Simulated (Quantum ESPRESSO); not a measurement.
# How BP absorbs and reflects light

Aim: the dielectric function of BP, and the optical constants that follow from it.

Method: DFT, PBE, plane waves with norm-conserving potentials (PseudoDojo), scalar-relativistic, independent-particle optical response without local fields and without the non-local commutator, in Quantum ESPRESSO 7.5.

Most raw output is cut from this account.

**1. Set-up**

The structure is cubic, space group F-43m (No. 216). Conventional cell: a = 4.538 Å, b = 4.538 Å, c = 4.538 Å, α = 90.00°, β = 90.00°, γ = 90.00°. Nearest to P lie 4 B at 1.97 Å. Nearest to B lie 4 P at 1.97 Å. Farther neighbours are not listed.

**2. Ground state**

First the ground state: is it a metal or has it a gap?

This step: DFT, PBE, plane waves with norm-conserving potentials (PseudoDojo), scalar-relativistic, ground state (Quantum ESPRESSO 7.5).

scf.in

```
&control
  calculation = 'scf'
  prefix = 'x'
  outdir = './tmp'
  pseudo_dir = './'
  verbosity = 'high'
/
&system
  ibrav = 0
  nat = 2
  ntyp = 2
  ecutwfc = 70
  occupations = 'smearing'
  smearing = 'fd'
  degauss = 0.003675
  nbnd = 8
/
&electrons
  conv_thr = 1e-09
  electron_maxstep = 100
/
ATOMIC_SPECIES
  P 1.0 P.upf
  B 1.0 B.upf
CELL_PARAMETERS angstrom
  0.000000000000 2.269000000000 2.269000000000
  2.269000000000 0.000000000000 2.269000000000
  2.269000000000 2.269000000000 0.000000000000
ATOMIC_POSITIONS crystal
  P 0.750000000000 0.750000000000 0.750000000000
  B 0.000000000000 0.000000000000 0.000000000000
K_POINTS automatic
  8 8 8 0 0 0
```

Started as:

```
> mpirun -n 4 pw.x -nk 4 -in scf.in
```

Wall time 2.2 s (4 MPI ranks of Arm Neoverse V2, shared host); peak memory 0.05 GiB; 8.4 s of CPU time.

Read-outs, printed or worked out from the files:

```
total energy           : -19.79 Ry
gap on the k-mesh      : 1.280 eV
direct gap on the mesh : 3.407 eV
```

There is a gap, 1.28 eV on this mesh (points off the mesh can give less), so no carriers' term is needed.

**3. Ground state with the final occupations**

The ground state once more, with the occupations that the first run showed to fit.

scf.in: that of step 2 with these lines changed.

```diff
@@ -12,6 +12,3 @@
   ecutwfc = 70
-  occupations = 'smearing'
-  smearing = 'fd'
-  degauss = 0.003675
-  nbnd = 8
+  occupations = 'fixed'
 /
```

Started as:

```
> mpirun -n 4 pw.x -nk 4 -in scf.in
```

Run time: 3.2 s. Hardware: 4 MPI ranks; peak memory 0.05 GiB; 12 s of CPU time.

**4. Bands on the whole mesh, 13×13×13**

The response needs many more empty bands than the density does.

This step: DFT, PBE, plane waves with norm-conserving potentials (PseudoDojo), scalar-relativistic, bands at fixed density (Quantum ESPRESSO 7.5).

nscf.in, as its differences from scf.in of step 3:

```diff
@@ -1,3 +1,3 @@
 &control
-  calculation = 'scf'
+  calculation = 'nscf'
   prefix = 'x'
@@ -5,3 +5,2 @@
   pseudo_dir = './'
-  verbosity = 'high'
 /
@@ -13,2 +12,5 @@
   occupations = 'fixed'
+  nbnd = 16
+  nosym = .true.
+  noinv = .true.
 /
@@ -17,2 +19,3 @@
   electron_maxstep = 100
+  diago_full_acc = .true.
 /
@@ -29,2 +32,2 @@
 K_POINTS automatic
-  8 8 8 0 0 0
+  13 13 13 0 0 0
```

Started as:

```
> mpirun -n 4 pw.x -nk 4 -in nscf.in
```

Run time: 3.1 min. Hardware: 4 MPI ranks; peak memory 0.05 GiB.

**5. Dielectric function**

The spectrum is a sum over vertical transitions between filled and empty bands at the fixed density, so many empty bands are needed.

This step: DFT, PBE, plane waves with norm-conserving potentials (PseudoDojo), scalar-relativistic, independent-particle optical response without local fields and without the non-local commutator (Quantum ESPRESSO 7.5).

epsilon.in

```
&inputpp
  prefix = 'x'
  outdir = './tmp'
  calculation = 'eps'
/
&energy_grid
  smeartype = 'gauss'
  intersmear = 0.3
  wmin = 0.0
  wmax = 22
  nw = 500
/
```

Started as:

```
> mpirun -n 4 epsilon.x -nk 4 -in epsilon.in
```

Wall time 1.4 s (4 MPI ranks); peak memory 0.04 GiB.

Read-outs, printed or worked out from the files:

| Item | Value |
| --- | --- |
| electronic dielectric constant ε∞, mean over x, y and z (by symmetry where fewer were run) | 11.22 |
| main peak of Im epsilon, first axis | 5.748 eV |

The Im ε, any direction has structure finer than the step of the table below, so its rows give means over 0.5 eV, whole bins alone (the curve runs from 0 to 22 eV). Peaks (eV: height): 5.73: 40.1, 6.61: 31.0.

Values under the direct gap are tails of Lorentzian lines. Im ε, any direction against photon energy; means over each step:

photon energy (eV), Im ε, any direction and a bar:
```
      0.5        0.0 
      1.0        0.1 
      1.5        0.2 
      2.0        0.3 
      2.5        0.4 
      3.0        0.8 #
      3.5        2.8 ###
      4.0        6.3 ######
      4.5        9.7 ##########
      5.0       14.3 ##############
      5.5       30.4 ##############################
      6.0       29.1 #############################
      6.5       27.6 ###########################
      7.0       17.7 #################
      7.5        9.9 ##########
      8.0        6.8 #######
      8.5        7.1 #######
      9.0        7.5 #######
      9.5        5.5 #####
     10.0        3.7 ####
     10.5        2.4 ##
     11.0        2.7 ###
     11.5        2.7 ###
     12.0        2.6 ###
     12.5        1.8 ##
     13.0        1.5 #
     13.5        1.3 #
     14.0        1.3 #
     14.5        1.2 #
     15.0        1.0 #
     15.5        0.8 #
     16.0        0.7 #
     16.5        0.7 #
     17.0        0.6 #
     17.5        0.6 #
     18.0        0.4 
     18.5        0.4 
     19.0        0.4 
     19.5        0.4 
     20.0        0.3 
     20.5        0.3 
     21.0        0.3 
     21.5        0.2
```

The Re ε, any direction by photon energy:

| photon energy (eV) | Re ε, any direction |
| --- | --- |
| 0.0 | 11.2 |
| 0.5 | 11.3 |
| 1.0 | 11.5 |
| 1.5 | 12.0 |
| 2.0 | 12.6 |
| 2.5 | 13.7 |
| 3.0 | 15.4 |
| 3.5 | 18.3 |
| 4.0 | 18.3 |
| 4.5 | 22.4 |
| 5.0 | 22.8 |
| 5.5 | 23.6 |
| 6.0 | -4.55 |
| 6.5 | -0.302 |
| 7.0 | -11.8 |
| 7.5 | -11.5 |
| 8.0 | -6.60 |
| 8.5 | -3.91 |
| 9.0 | -6.04 |
| 9.5 | -6.18 |
| 10.0 | -5.74 |
| 10.5 | -4.46 |
| 11.0 | -3.21 |
| 11.5 | -3.02 |
| 12.0 | -3.18 |
| 12.5 | -3.16 |
| 13.0 | -2.60 |
| 13.5 | -2.26 |
| 14.0 | -2.00 |
| 14.5 | -1.86 |
| 15.0 | -1.76 |
| 15.5 | -1.45 |
| 16.0 | -1.42 |
| 16.5 | -1.21 |
| 17.0 | -1.06 |
| 17.5 | -0.972 |
| 18.0 | -0.860 |
| 18.5 | -0.727 |
| 19.0 | -0.635 |
| 19.5 | -0.591 |
| 20.0 | -0.494 |
| 20.5 | -0.433 |
| 21.0 | -0.393 |
| 21.5 | -0.328 |
| 22.0 | -0.211 |

The refractive index n and extinction k by photon energy:

| photon energy (eV) | n | k |
| --- | --- | --- |
| 0 | 3.35 | 0 |
| 1 | 3.40 | 0.0143 |
| 2 | 3.55 | 0.0353 |
| 3 | 3.93 | 0.0958 |
| 4 | 4.34 | 0.707 |
| 5 | 4.96 | 1.35 |
| 6 | 3.34 | 3.96 |
| 7 | 2.13 | 4.04 |
| 8 | 1.21 | 2.84 |
| 9 | 1.37 | 2.82 |
| 10 | 0.725 | 2.50 |
| 11 | 0.725 | 1.93 |
| 12 | 0.633 | 1.89 |
| 13 | 0.446 | 1.67 |
| 14 | 0.445 | 1.48 |
| 15 | 0.364 | 1.38 |
| 16 | 0.267 | 1.22 |
| 17 | 0.254 | 1.06 |
| 18 | 0.203 | 0.949 |
| 19 | 0.206 | 0.823 |
| 20 | 0.205 | 0.732 |
| 21 | 0.205 | 0.660 |
| 22 | 0.174 | 0.491 |

Values under the direct gap are tails of Lorentzian lines. Loss function −Im 1/ε at q → 0, any direction against energy loss; read off at these points:

| energy loss (eV) | loss function −Im 1/ε at q → 0, any direction |
| --- | --- |
| 0.0 | 0 |
| 0.5 | 3.6e-4 |
| 1.0 | 7.3e-4 |
| 1.5 | 0.00113 |
| 2.0 | 0.00157 |
| 2.5 | 0.00214 |
| 3.0 | 0.00315 |
| 3.5 | 0.00714 |
| 4.0 | 0.0165 |
| 4.5 | 0.0164 |
| 5.0 | 0.0191 |
| 5.5 | 0.0205 |
| 6.0 | 0.0367 |
| 6.5 | 0.0338 |
| 7.0 | 0.0396 |
| 7.5 | 0.0427 |
| 8.0 | 0.0756 |
| 8.5 | 0.107 |
| 9.0 | 0.0802 |
| 9.5 | 0.0803 |
| 10.0 | 0.0787 |
| 10.5 | 0.0926 |
| 11.0 | 0.154 |
| 11.5 | 0.165 |
| 12.0 | 0.151 |
| 12.5 | 0.129 |
| 13.0 | 0.166 |
| 13.5 | 0.199 |
| 14.0 | 0.230 |
| 14.5 | 0.241 |
| 15.0 | 0.244 |
| 15.5 | 0.301 |
| 16.0 | 0.267 |
| 16.5 | 0.367 |
| 17.0 | 0.380 |
| 17.5 | 0.456 |
| 18.0 | 0.435 |
| 18.5 | 0.611 |
| 19.0 | 0.654 |
| 19.5 | 0.777 |
| 20.0 | 0.900 |
| 20.5 | 1.09 |
| 21.0 | 1.19 |
| 21.5 | 1.35 |
| 22.0 | 2.32 |

The reflectivity at normal incidence, any direction has structure finer than the step of the table below, so its rows give means over 1 eV, whole bins alone (the curve runs from 0 to 22 eV). Peaks (eV: height): 7.5: 72.0, 10.5: 69.8, 12.5: 67.5, 15.2: 64.4, 16.0: 65.6, 16.9: 64.0, 17.9: 66.7.

The reflectivity at normal incidence, any direction by photon energy; means over each step:

| photon energy (eV) | reflectivity at normal incidence, any direction (%) |
| --- | --- |
| 1 | 29.8 |
| 2 | 31.5 |
| 3 | 35.6 |
| 4 | 41.1 |
| 5 | 48.2 |
| 6 | 58.7 |
| 7 | 67.7 |
| 8 | 62.5 |
| 9 | 58.1 |
| 10 | 67.7 |
| 11 | 59.6 |
| 12 | 59.2 |
| 13 | 63.2 |
| 14 | 59.8 |
| 15 | 61.6 |
| 16 | 61.1 |
| 17 | 60.4 |
| 18 | 61.9 |
| 19 | 58.0 |
| 20 | 57.0 |
| 21 | 57.8 |

Optical constants at common wavelengths, from n + ik = √ε:

| wavelength (nm) | n | k | R (%) | 1/α |
| --- | --- | --- | --- | --- |
| 1550 | 3.38 | 0.011 | 29.5 | 11 µm |
| 1064 | 3.41 | 0.017 | 29.9 | 5.0 µm |
| 633 | 3.54 | 0.034 | 31.3 | 1.5 µm |
| 532 | 3.64 | 0.047 | 32.4 | 908 nm |
| 450 | 3.80 | 0.070 | 34.1 | 510 nm |
| 405 | 3.97 | 0.106 | 35.7 | 304 nm |
| 193 | 3.83 | 3.556 | 57.4 | 4.3 nm |

Below the direct gap, k and the depth come from the tails of the Lorentzian lines, not from transitions.

Rows near the edge hang on the gap, which this functional as a rule makes too small, and phonon-assisted absorption is left out.

**6. Results**

| Quantity | Value |
| --- | --- |
| electronic dielectric constant ε∞, mean over x, y and z (by symmetry where fewer were run) (independent particles) | 11.2 |
| main peak of Im epsilon, first axis | 5.75 eV |

**Reading.** At this level (PBE, independent particles) BP has ε∞ = 11.2 and n = 3.38 at 1550 nm, and Im ε peaks at 5.7 eV. Distinct maxima of Im ε, read by a parabola through the highest points, lie at 5.75 eV (40), 6.59 eV (31) and 8.86 eV (8.3). Excitons and phonon-assisted transitions are missing, and so are local fields; PBE gaps are as a rule too small, which pulls the onset down and ε∞ up. epsilon.x leaves out the commutator of the non-local potential, so its intensities are off, as a rule too high. The sum runs over mesh points, so small or evenly spaced maxima can still be ripples of the mesh.

[Machine, clock, banner and «Message from routine» lines are left out of the logs.]

[Logs are printed without paths, hosts, clocks, repeated set-up lines and the standing remarks that a program may print on its own settings, such as how far it seeks lower states.]

[Hosts, paths, dates, database ids (printed as entryN), source tags and the programs' standing remarks are cut or masked in the printed files.]
